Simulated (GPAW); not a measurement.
## K3LiCl4 (ordered alloy, started on the rocksalt lattice) (Pm-3m): one start, several treatments of the self-energy

Aim: compare treatments of exchange, screening and correlation for the gap of K3LiCl4 (ordered alloy, started on the rocksalt lattice) (Pm-3m).

Program: GPAW 26.7.0. Level of theory: PBE and many-body steps on it, plane waves. Results are calculated unless marked as measured.

The structure was built from a prototype and need not be the compound's stable phase.

## Step 1: Starting point

The structure is cubic, space group Pm-3m (No. 221). The conventional cell has a = 6.182 Å, b = 6.182 Å, c = 6.182 Å, α = 90.00°, β = 90.00°, γ = 90.00°. Nearest to Li lie 6 Cl at 3.09 Å. Nearest to Cl lie 6 K at 3.09 Å. Nearest to K lie 6 Cl at 3.09 Å. Nearest to Cl lie 4 K at 3.09 Å and 2 Li at 3.09 Å. Farther neighbours and most contacts between anions are not listed.

Structure file:

```xyz
8
Lattice="6.1821 0.0000 0.0000 0.0000 6.1821 0.0000 0.0000 0.0000 6.1821" Properties=species:S:1:pos:R:3 pbc="T T T"
Li    0.0000    0.0000    0.0000
Cl    3.0910    3.0910    3.0910
K     3.0910    3.0910    0.0000
Cl    0.0000    0.0000    3.0910
K     3.0910    0.0000    3.0910
Cl    0.0000    3.0910    0.0000
K     0.0000    3.0910    3.0910
Cl    3.0910    0.0000    0.0000
```

The structure was relaxed with PBE. The structure type comes from a generator and need not be one that this composition takes. The runs that relaxed it are not among those shown.

## Step 2: Empty states on the mesh, 2×2×2 mesh, 546 bands

This step: GPAW 26.7.0; DFT, PBE, plane waves, PAW.

The sums over transitions need many empty states on a uniform mesh; this step solves for them.

Contents of run.py:

```python
import json
import numpy as np
from gpaw.mpi import world
from gpaw import GPAW

calc = GPAW('gs.gpw').fixed_density(kpts={'size': (2, 2, 2), 'gamma': True},
    nbands=637,
    convergence={'bands': 546},
    txt='nscf.txt')
calc.write('full.gpw', mode='all')
res = {}
kpts = calc.get_ibz_k_points()
res['kpts'] = kpts
res['eigenvalues'] = [calc.get_eigenvalues(kpt=k) for k in range(len(kpts))]
res['n_electrons'] = calc.get_number_of_electrons()

if world.rank == 0:
    with open('result.json', 'w') as f:
        json.dump(res, f, default=lambda x: x.tolist())
```

Command:

```bash
$ mpirun -n 4 gpaw python run.py
```

Numbers of over 12 decimals in the logs are rounded to 6 here.

Log:

```text
Diagonalizing LCAO Hamiltonian
Converting LCAO to pw mode
convergence criteria:
- Maximum integral of absolute [eigenst]ate change: 4e-08 eV^2 / valence electron
maximum number of iterations: 100

SCF iterations
|iter     |     time |      energy | eigst |  dens |
|iter:   1|  |             | +4.67 |       |
|iter:   2|  |             | +3.49 |       |
|iter:   3|  |             | +2.37 |       |
[...]
|iter:  15|  |             | -6.92 |       |
|iter:  16|  |             | -7.12 |       |
|iter:  17|  |             | -7.43c|       |
SCF steps: 17
  __  _  _
 | _ |_)|_||  |
 |__||  | ||/\| - 26.7.0

Input parameters:
  mode=PW(ecut=600.0),
  convergence={'bands': 546},
  gpts=array([35, 35, 35]),
  kpts=MonkhorstPack(size=(2, 2, 2), gamma=True),
  maxiter=100,
  nbands=637,
  occupations=Occupations(name='fermi-dirac', width=0.001, fixmagmom=False),
  parallel={},
  xc=XC(name='PBE')
# Writing to full.gpw (mode='all')
  [... matrices ...]

timing:  # [seconds]
  Total: 0.108  # ━━━━━━━━━━━━━━━━━━━━━━━━━━━━━━━━━━━━━━━━━━━━━━━━━━━━━━━━━━━
```

Run time: 6 min. Hardware: 4 MPI ranks of Arm Neoverse V1, shared host; peak memory 2.2 GiB.

This step gave:

```
gap                                                           : 4.696 eV
k of the valence top                                          : 0, 0, 0
k of the conduction bottom                                    : 0, 0, 0
least direct gap                                              : 4.696 eV
k points computed                                             : 4
lowest point of the top converged band, above the valence top : 93.5156 eV
```

On this mesh the gap is 4.696 eV.

## Step 3: G0W0, Godby-Needs plasmon pole

Now the one-shot GW correction: screening in the RPA, then the self-energy of the levels asked for.

This step: G0W0 on PBE, plane waves, PAW.

Contents of run.py:

```python
import json
import numpy as np
from gpaw.mpi import world
from gpaw.response.g0w0 import G0W0

gw = G0W0('full.gpw',
    filename='gw',
    kpts=[0],
    bands=(26, 30),
    ecut=60,
    nbands=249,
    integrate_gamma='WS',
    ppa=True)
gw.calculate()
res = {mode: {k: v for k, v in r.items() if k != 'sigma_eskwn'}
       for mode, r in gw.all_results.items()}

if world.rank == 0:
    with open('result.json', 'w') as f:
        json.dump(res, f, default=lambda x: x.tolist())
```

Command:

```bash
$ mpirun -n 4 gpaw python run.py
```

Log:

```text
Using integrator: PointIntegrator
FrequencyGridDescriptor(from 0.000+0.000j to 0.000+27.211j eV, 2 points)
Nonperiodic BCs:  [False False False]
Using integrator: PointIntegrator
FrequencyGridDescriptor(from 0.000+0.000j to 0.000+27.211j eV, 2 points)
Nonperiodic BCs:  [False False False]
  ___  _ _ _
 |   || | | |
 | | || | | |
 |__ ||_____|
 |___|

BZ k-points: Symmetries present (total): 48

  [... matrices ...]
8 k-points: 2 x 2 x 2 Monkhorst-Pack grid + [1/4,1/4,1/4]
4 k-points in the irreducible part of the Brillouin zone
       k-points in crystal coordinates                weights
   0:     0.00000000    0.00000000    0.00000000          1/8
   1:     0.50000000    0.00000000    0.00000000          3/8
   2:     0.50000000    0.50000000    0.00000000          3/8
   3:     0.50000000    0.50000000    0.50000000          1/8

Distributing spins, k-points and bands (1 x 1 x 4) over 4 processes
Number of blocks: 1

Quasi particle states:
k-points (IBZ indices): [0]
Band range: (26, 30)
  [... matrices ...]
Computational parameters:
Plane wave cut-off: 60 eV
Number of bands: 249
Coulomb cutoff: None
Broadening: 0.1 eV

fxc modes: GW
Kernel: RPA
Using Godby-Needs plasmon-pole approximation:
  Fitting energy: i*E0, E0 = 1.000 Hartree
Summing all q:

Calculating screened Coulomb potential
No Coulomb truncation
FrequencyGridDescriptor(from 0.000+0.000j to 0.000+27.211j eV, 2 points)
Removing empty qpoint cache files...

Calculating chi0 body with:
    Ground state adapter containing:
    Number of spins: 1
    Number of kpoints: 8
    Number of irreducible kpoints: 4
    Number of completely occupied states: 28
    Number of partially occupied states: 28
    Occupied states memory: 18.318176 M / cpu

    Linear response parametrization:
    q_c: [0.0, 0.0, 0.0]
    Number of frequency points: 2
    Planewave cutoff: 60.0
    Number of bands: 249
    Number of planewaves: 251
    Broadening (eta): 1e-06
    comm.size: 4
    kncomm.size: 4
    blockcomm.size: 1

    Memory estimate of potentially large arrays:
        chi0_wGG: 1.922638 M / cpu
Integrating chi0 body.

Symmetries of q_c:
    Direct symmetries (Uq -> q): 48
    Indirect symmetries (TUq -> q): 0
In total 48 allowed symmetries.

  [... matrices ...]
4 groups of equivalent kpoints. 50.0% reduction.

Integral kind: response function
Integrating chi0 head and wings.

Symmetries of q_c:
    Direct symmetries (Uq -> q): 48
    Indirect symmetries (TUq -> q): 0
In total 48 allowed symmetries.

  [... matrices ...]
4 groups of equivalent kpoints. 50.0% reduction.

Integral kind: response function wings

Calculating chi0 body with:
    Ground state adapter containing:
    Number of spins: 1
    Number of kpoints: 8
    Number of irreducible kpoints: 4
    Number of completely occupied states: 28
    Number of partially occupied states: 28
    Occupied states memory: 18.318176 M / cpu

    Linear response parametrization:
[... the further q-points ...]

Results:
f:      Occupation numbers
eps:     KS-eigenvalues [eV]
vxc:     KS vxc [eV]
exx:     Exact exchange [eV]
sigma:   Self-energies [eV]
dsigma:  Self-energy derivatives
Z:       Renormalization factors
qp:      QP-energies [eV]

k-point 0 (0): (0.000, 0.000, 0.000)                GW
band       f     eps     vxc     exx   sigma  dsigma       Z      qp
                                                                   GW
  26   1.000  -0.561 -16.444 -20.875   2.357  -0.216   0.823  -2.267
  27   1.000  -0.561 -16.444 -20.875   2.356  -0.216   0.823  -2.267
  28   0.000   4.135  -7.435  -3.850  -2.677  -0.141   0.877   4.931
  29   0.000   6.243  -7.602  -3.453  -2.727  -0.140   0.877   7.491
```

Wall time 48 s (4 MPI ranks); peak memory 2 GiB.

This step gave:

* G0W0 gap on the points computed: 7.198 eV
* least direct G0W0 gap on the computed points: 7.198 eV
* Z at the valence top: 0.8226
* Z at the conduction bottom: 0.8768
* starting gap on the mesh: 4.696 eV
* k of the valence top: 0, 0, 0
* k of the conduction bottom: 0, 0, 0

The gap on the mesh goes from 4.70 eV to 7.20 eV, a correction of +2.50 eV.

## Step 4: One-shot HSE06

This step: one-shot HSE06 levels on PBE orbitals, plane waves, PAW.

Contents of run.py:

```python
import json
import numpy as np
from gpaw.mpi import world
from gpaw.hybrids.eigenvalues import non_self_consistent_eigenvalues

dft, vxc, vxc_hyb = non_self_consistent_eigenvalues('full.gpw', 'HSE06', 26, 30, kpt_indices=[0])
res = {'dft': dft[0], 'hybrid': (dft - vxc + vxc_hyb)[0]}
if world.rank == 0:
    with open('hybrid.txt', 'w') as f:
        for k, e0, e1 in zip([0], res['dft'], res['hybrid']):
            print(k, ' '.join(f'{x:9.4f}' for x in e0), '|', ' '.join(f'{x:9.4f}' for x in e1), file=f)

if world.rank == 0:
    with open('result.json', 'w') as f:
        json.dump(res, f, default=lambda x: x.tolist())
```

Command:

```bash
$ mpirun -n 4 gpaw python run.py
```

Log:

```text
IBZ(<points: 4, symmetries: 48>)
Occupied bands: 28
Transforming wave functions from IBZ to BZ: 0.016 seconds
Distributing wave functions and iFFT-ing to real space: 0.080 seconds
Calculating eigenvalues:
  k-points: 1
  Bands: 26-29 (inclusive)
  Seconds: 0.450 (wave-function broadcasting: 0.010 seconds)
HSE06-eigenvalue shifts:
  min: -1.037 eV
  ave: -0.377 eV
  max: 0.349 eV
```

The job ended after 4.2 s (4 MPI ranks; peak memory 1.2 GiB).

Numbers from this step:

```
starting gap on the mesh                       : 4.696 eV
hybrid gap on the mesh                         : 5.952 eV
least direct hybrid gap on the computed points : 5.952 eV
```

## Step 5: G0W0, extrapolated in the cutoff

This step: G0W0 on PBE, plane waves, PAW.

Contents of run.py:

```python
import json
import numpy as np
from gpaw.mpi import world
from gpaw.response.g0w0 import G0W0

gw = G0W0('full.gpw',
    filename='gw',
    kpts=[0],
    bands=(26, 30),
    ecut=100.0,
    integrate_gamma='WS',
    ppa=True,
    ecut_extrapolation=True)
gw.calculate()
res = {mode: {k: v for k, v in r.items() if k != 'sigma_eskwn'}
       for mode, r in gw.all_results.items()}

if world.rank == 0:
    with open('result.json', 'w') as f:
        json.dump(res, f, default=lambda x: x.tolist())
```

Command:

```bash
$ mpirun -n 4 gpaw python run.py
```

Log:

```text
Using integrator: PointIntegrator
FrequencyGridDescriptor(from 0.000+0.000j to 0.000+27.211j eV, 2 points)
Nonperiodic BCs:  [False False False]
Using integrator: PointIntegrator
FrequencyGridDescriptor(from 0.000+0.000j to 0.000+27.211j eV, 2 points)
Nonperiodic BCs:  [False False False]
  ___  _ _ _
 |   || | | |
 | | || | | |
 |__ ||_____|
 |___|

BZ k-points: Symmetries present (total): 48

  [... matrices ...]
8 k-points: 2 x 2 x 2 Monkhorst-Pack grid + [1/4,1/4,1/4]
4 k-points in the irreducible part of the Brillouin zone
       k-points in crystal coordinates                weights
   0:     0.00000000    0.00000000    0.00000000          1/8
   1:     0.50000000    0.00000000    0.00000000          3/8
   2:     0.50000000    0.50000000    0.00000000          3/8
   3:     0.50000000    0.50000000    0.50000000          1/8

Distributing spins, k-points and bands (1 x 1 x 4) over 4 processes
Number of blocks: 1

Quasi particle states:
k-points (IBZ indices): [0]
Band range: (26, 30)
  [... matrices ...]
Computational parameters:
Extrapolating to infinite plane wave cut-off using points at:
  86.177 eV
  92.448 eV
  100.000 eV
Number of bands: 536
Coulomb cutoff: None
Broadening: 0.1 eV

fxc modes: GW
Kernel: RPA
Using Godby-Needs plasmon-pole approximation:
  Fitting energy: i*E0, E0 = 1.000 Hartree
Summing all q:

Calculating screened Coulomb potential
No Coulomb truncation
FrequencyGridDescriptor(from 0.000+0.000j to 0.000+27.211j eV, 2 points)
Removing empty qpoint cache files...

Calculating chi0 body with:
    Ground state adapter containing:
    Number of spins: 1
    Number of kpoints: 8
    Number of irreducible kpoints: 4
    Number of completely occupied states: 28
    Number of partially occupied states: 28
    Occupied states memory: 18.318176 M / cpu

    Linear response parametrization:
    q_c: [0.0, 0.0, 0.0]
    Number of frequency points: 2
    Planewave cutoff: 100.0
    Number of bands: 536
    Number of planewaves: 515
    Broadening (eta): 1e-06
    comm.size: 4
    kncomm.size: 4
    blockcomm.size: 1

    Memory estimate of potentially large arrays:
        chi0_wGG: 8.094025 M / cpu
Integrating chi0 body.

Symmetries of q_c:
    Direct symmetries (Uq -> q): 48
    Indirect symmetries (TUq -> q): 0
In total 48 allowed symmetries.

  [... matrices ...]
4 groups of equivalent kpoints. 50.0% reduction.

Integral kind: response function
Integrating chi0 head and wings.

Symmetries of q_c:
    Direct symmetries (Uq -> q): 48
    Indirect symmetries (TUq -> q): 0
In total 48 allowed symmetries.

  [... matrices ...]
4 groups of equivalent kpoints. 50.0% reduction.

Integral kind: response function wings

Calculating chi0 body with:
    Ground state adapter containing:
    Number of spins: 1
    Number of kpoints: 8
    Number of irreducible kpoints: 4
    Number of completely occupied states: 28
    Number of partially occupied states: 28
    Occupied states memory: 18.318176 M / cpu

[... the further q-points ...]
Extrapolating selfenergy to infinite energy cutoff:
  Performing linear fit to 3 points
  Minimum R^2 = 0.9845. (R^2 Should be close to 1)
  [... matrices ...]
Results:
f:      Occupation numbers
eps:     KS-eigenvalues [eV]
vxc:     KS vxc [eV]
exx:     Exact exchange [eV]
sigma:   Self-energies [eV]
dsigma:  Self-energy derivatives
Z:       Renormalization factors
qp:      QP-energies [eV]

k-point 0 (0): (0.000, 0.000, 0.000)                GW
band       f     eps     vxc     exx   sigma  dsigma       Z      qp
                                                                   GW
  26   1.000  -0.561 -16.444 -20.875   1.681  -0.232   0.811  -2.792
  27   1.000  -0.561 -16.444 -20.875   1.681  -0.232   0.811  -2.792
  28   0.000   4.135  -7.435  -3.850  -2.786  -0.144   0.874   4.833
  29   0.000   6.243  -7.602  -3.453  -2.960  -0.143   0.875   7.284
```

It took 3.7 min on 4 MPI ranks; peak memory 4.2 GiB; 15 min of CPU time.

Numbers from this step:

* quasiparticle gap on the points computed: 7.625 eV
* least direct quasiparticle gap on the computed points: 7.625 eV
* Z at the valence top: 0.8115
* Z at the conduction bottom: 0.8742
* starting gap on the mesh: 4.696 eV
* k of the valence top: 0, 0, 0
* k of the conduction bottom: 0, 0, 0
* gaps at the cutoffs of the extrapolation: 7.330, 7.356, 7.390 eV

Against G0W0 in GPAW (2×2×2 mesh, 249 bands, screening to 60 eV, Godby-Needs plasmon pole), the gap moves by +0.427 eV.

## Step 6: One-shot Hartree-Fock

This step: one-shot Hartree-Fock levels on PBE orbitals, plane waves, PAW.

Contents of run.py:

```python
import json
import numpy as np
from gpaw.mpi import world
from gpaw.hybrids.eigenvalues import non_self_consistent_eigenvalues

dft, vxc, vxc_hyb = non_self_consistent_eigenvalues('full.gpw', 'EXX', 26, 30, kpt_indices=[0])
res = {'dft': dft[0], 'hybrid': (dft - vxc + vxc_hyb)[0]}
if world.rank == 0:
    with open('hybrid.txt', 'w') as f:
        for k, e0, e1 in zip([0], res['dft'], res['hybrid']):
            print(k, ' '.join(f'{x:9.4f}' for x in e0), '|', ' '.join(f'{x:9.4f}' for x in e1), file=f)

if world.rank == 0:
    with open('result.json', 'w') as f:
        json.dump(res, f, default=lambda x: x.tolist())
```

Command:

```bash
$ mpirun -n 4 gpaw python run.py
```

Log:

```text
IBZ(<points: 4, symmetries: 48>)
Occupied bands: 28
Transforming wave functions from IBZ to BZ: 0.017 seconds
Distributing wave functions and iFFT-ing to real space: 0.082 seconds
Calculating eigenvalues:
  k-points: 1
  Bands: 26-29 (inclusive)
  Seconds: 0.531 (wave-function broadcasting: 0.010 seconds)
HSE06-eigenvalue shifts:
  min: -4.431 eV
  ave: -0.282 eV
  max: 4.150 eV
```

Wall time 3.7 s (4 MPI ranks); peak memory 0.49 GiB.

Numbers from this step:

```
starting gap on the mesh                       : 4.696 eV
hybrid gap on the mesh                         : 12.71 eV
least direct hybrid gap on the computed points : 12.71 eV
```

## Step 7: G0W0, full frequency, Hilbert transform

This step: G0W0 on PBE, plane waves, PAW.

Contents of run.py:

```python
import json
import numpy as np
from gpaw.mpi import world
from gpaw.response.g0w0 import G0W0

gw = G0W0('full.gpw',
    filename='gw',
    kpts=[0],
    bands=(26, 30),
    ecut=60,
    nbands=249,
    integrate_gamma='WS',
    frequencies={'type': 'nonlinear', 'domega0': 0.1, 'omega2': 15.0},
    eta=0.1,
    nblocksmax=True)
gw.calculate()
res = {mode: {k: v for k, v in r.items() if k != 'sigma_eskwn'}
       for mode, r in gw.all_results.items()}

if world.rank == 0:
    with open('result.json', 'w') as f:
        json.dump(res, f, default=lambda x: x.tolist())
```

Command:

```bash
$ mpirun -n 4 gpaw python run.py
```

Log:

```text
Using integrator: PointIntegrator
NonLinearFrequencyDescriptor(from 0.000 to 80.738 eV, 251 points)
Nonperiodic BCs:  [False False False]
Using integrator: PointIntegrator
NonLinearFrequencyDescriptor(from 0.000 to 80.738 eV, 251 points)
Nonperiodic BCs:  [False False False]
  ___  _ _ _
 |   || | | |
 | | || | | |
 |__ ||_____|
 |___|

BZ k-points: Symmetries present (total): 48

  [... matrices ...]
8 k-points: 2 x 2 x 2 Monkhorst-Pack grid + [1/4,1/4,1/4]
4 k-points in the irreducible part of the Brillouin zone
       k-points in crystal coordinates                weights
[...]
Results:
f:      Occupation numbers
eps:     KS-eigenvalues [eV]
vxc:     KS vxc [eV]
exx:     Exact exchange [eV]
sigma:   Self-energies [eV]
dsigma:  Self-energy derivatives
Z:       Renormalization factors
qp:      QP-energies [eV]

k-point 0 (0): (0.000, 0.000, 0.000)                GW
band       f     eps     vxc     exx   sigma  dsigma       Z      qp
                                                                   GW
  26   1.000  -0.561 -16.444 -20.875   2.355  -0.219   0.820  -2.263
  27   1.000  -0.561 -16.444 -20.875   2.355  -0.219   0.820  -2.263
  28   0.000   4.135  -7.435  -3.850  -2.639  -0.176   0.851   4.939
  29   0.000   6.243  -7.602  -3.453  -2.690  -0.149   0.871   7.514
```

It took 2.5 min on 4 MPI ranks; peak memory 2.5 GiB.

This step gave:

* G0W0 gap on the points computed: 7.203 eV
* least direct G0W0 gap on the computed points: 7.203 eV
* starting gap on the mesh: 4.696 eV
* k of the valence top: 0, 0, 0
* k of the conduction bottom: 0, 0, 0

Against G0W0 in GPAW (2×2×2 mesh, 249 bands, screening to 60 eV, Godby-Needs plasmon pole), the gap moves by +0.004 eV.

## Step 8: Side by side

Times are wall times on 4 MPI ranks of Arm Neoverse V1, shared host, good to a factor of about two.

```csv
run,mesh,bands,screening cutoff (eV),DFT gap (eV),gap on the mesh (eV),direct (eV),time
"G0W0, Godby-Needs plasmon pole",2×2×2,249,60,4.696,7.198,7.198,48 s
one-shot HSE06,2×2×2,-,-,4.696,5.952,5.952,4.2 s
"G0W0, extrapolated in the cutoff",2×2×2,-,100,4.696,7.625,7.625,3.7 min
one-shot Hartree-Fock,2×2×2,-,-,4.696,12.711,12.711,3.7 s
"G0W0, full frequency, Hilbert transform",2×2×2,249,60,4.696,7.203,7.203,2.5 min
```

## Step 9: What came out

```json
{"G0W0, Godby-Needs plasmon pole": "7.198 eV", "one-shot HSE06": "5.952 eV", "G0W0, extrapolated in the cutoff": "7.625 eV", "one-shot Hartree-Fock": "12.711 eV", "G0W0, full frequency, Hilbert transform": "7.203 eV", "known limits": "not at the basis limit; coarse k mesh"}
```

One-shot HSE06: −1.246 eV against G0W0, Godby-Needs plasmon pole. G0W0, extrapolated in the cutoff: +0.427 eV against G0W0, Godby-Needs plasmon pole, at other bands or cutoff, so not like for like. One-shot Hartree-Fock: +5.513 eV against G0W0, Godby-Needs plasmon pole. G0W0, full frequency, Hilbert transform: +0.004 eV against G0W0, Godby-Needs plasmon pole. Bare exchange alone opens the gap to 12.71 eV; against G0W0, correlation takes back 5.51 eV. One-shot hybrid levels are evaluated on the PBE orbitals. Bands and cutoff are finite, so the gap is not at the basis limit. The miss can reach some tenths of an eV and take either sign; the mesh is an error of its own. These stock PAW sets were not made for GW. In the G0W0 runs levels were corrected at 1 k point alone, so a gap called «on the mesh» is the least over those, and an edge elsewhere would be missed. The 2×2×2 mesh is coarse for this cell, which bears on the long-range parts of exchange and screening.

[Paths, hosts, dates, memory and timing lines, banners, echoed tables and standing remarks are left out of the program output.]

[Logs are printed without paths, hosts, clocks, repeated set-up lines and the standing remarks that a program may print on its own settings, such as how far it seeks lower states.]

[Runs of the session that timed out or met a known fault of the program may be left out.]

[Hosts, paths, dates, database ids (printed as entryN), source tags and the programs' standing remarks are cut or masked in the printed files.]
